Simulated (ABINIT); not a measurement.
Computed results, one entry a study.

```
Beyond one shot: Al2O3 (Corundum)
1.0
     2.38025    1.37424    4.33187
    -2.38025    1.37424    4.33187
     0.00000   -2.74848    4.33187
Al O
4 6
Direct
  0.35216 0.35216 0.35216
  0.14784 0.14784 0.14784
  0.64784 0.64784 0.64784
  0.85216 0.85216 0.85216
  0.55668 0.94332 0.25000
  0.25000 0.55668 0.94332
  0.94332 0.25000 0.55668
  0.44332 0.05668 0.75000
  0.75000 0.44332 0.05668
  0.05668 0.75000 0.44332
# method: RPA screening on PBE, plane waves, norm-conserving pseudopotentials (and 3 further levels or steps)
# program: ABINIT 10.8.3
# settings: cutoff 36 Ha, PseudoDojo scalar-relativistic 0.4.1 standard, norm-conserving, ngkpt (4, 4, 4), nband 102, ecuteps 3.9 Ha, inclvkb 2, shiftk (0, 0, 0), symchi 1, awtr 1, frequency ppm, 4×4×4 k-mesh
# cost: 6 runs, 55 min in all on 8 MPI ranks of AMD EPYC 7R43, shared host
# notes: The program’s warnings: nkpt*nsppol () is not a multiple of nproc spkpt (). The cell and positions come from the Crystallography Open Database and are kept as given unless a step says otherwise. The first cycle of evGW0 takes the full correction, without the factor Z, so it overshoots the one-shot value.
# G0W0: 8.425 eV
# evGW0, cycle 1: 8.827 eV
# evGW0, cycle 2: 8.769 eV
# evGW0, cycle 3: 8.758 eV
# known limits: short of the basis limit
```

[Long decimals in the printed logs are rounded to 6 places.]

[Logs are printed without paths, hosts, clocks, repeated set-up lines and the standing remarks that a program may print on its own settings, such as how far it seeks lower states.]

[Paths, hosts, dates, memory and timing lines, banners, echoed tables and standing remarks are left out of the program output; an Ansatz launch command may be rebuilt from the run's recorded settings. Measured values are a selection of at most five: reports struck by readers or far from the other reports are left out. None is set beside runs whose start may be inverted or whose files or cutoffs have a known fault.]

[Runs of the session that timed out or met a known fault of the program may be left out.]

[Hosts, paths, dates, database ids (printed as entryN), source tags and the programs' standing remarks are cut or masked in the printed files.]

[G0W0 gaps are taken among the corrected bands and points alone; a level outside them can change the order at an edge.]

[Where Ansatz stands beside ABINIT at settings called matched, ABINIT's density can come from a denser mesh and the files from another edition; pairs whose starting gaps differed by over 0.03 eV were left out, so agreement reads better than it is.]
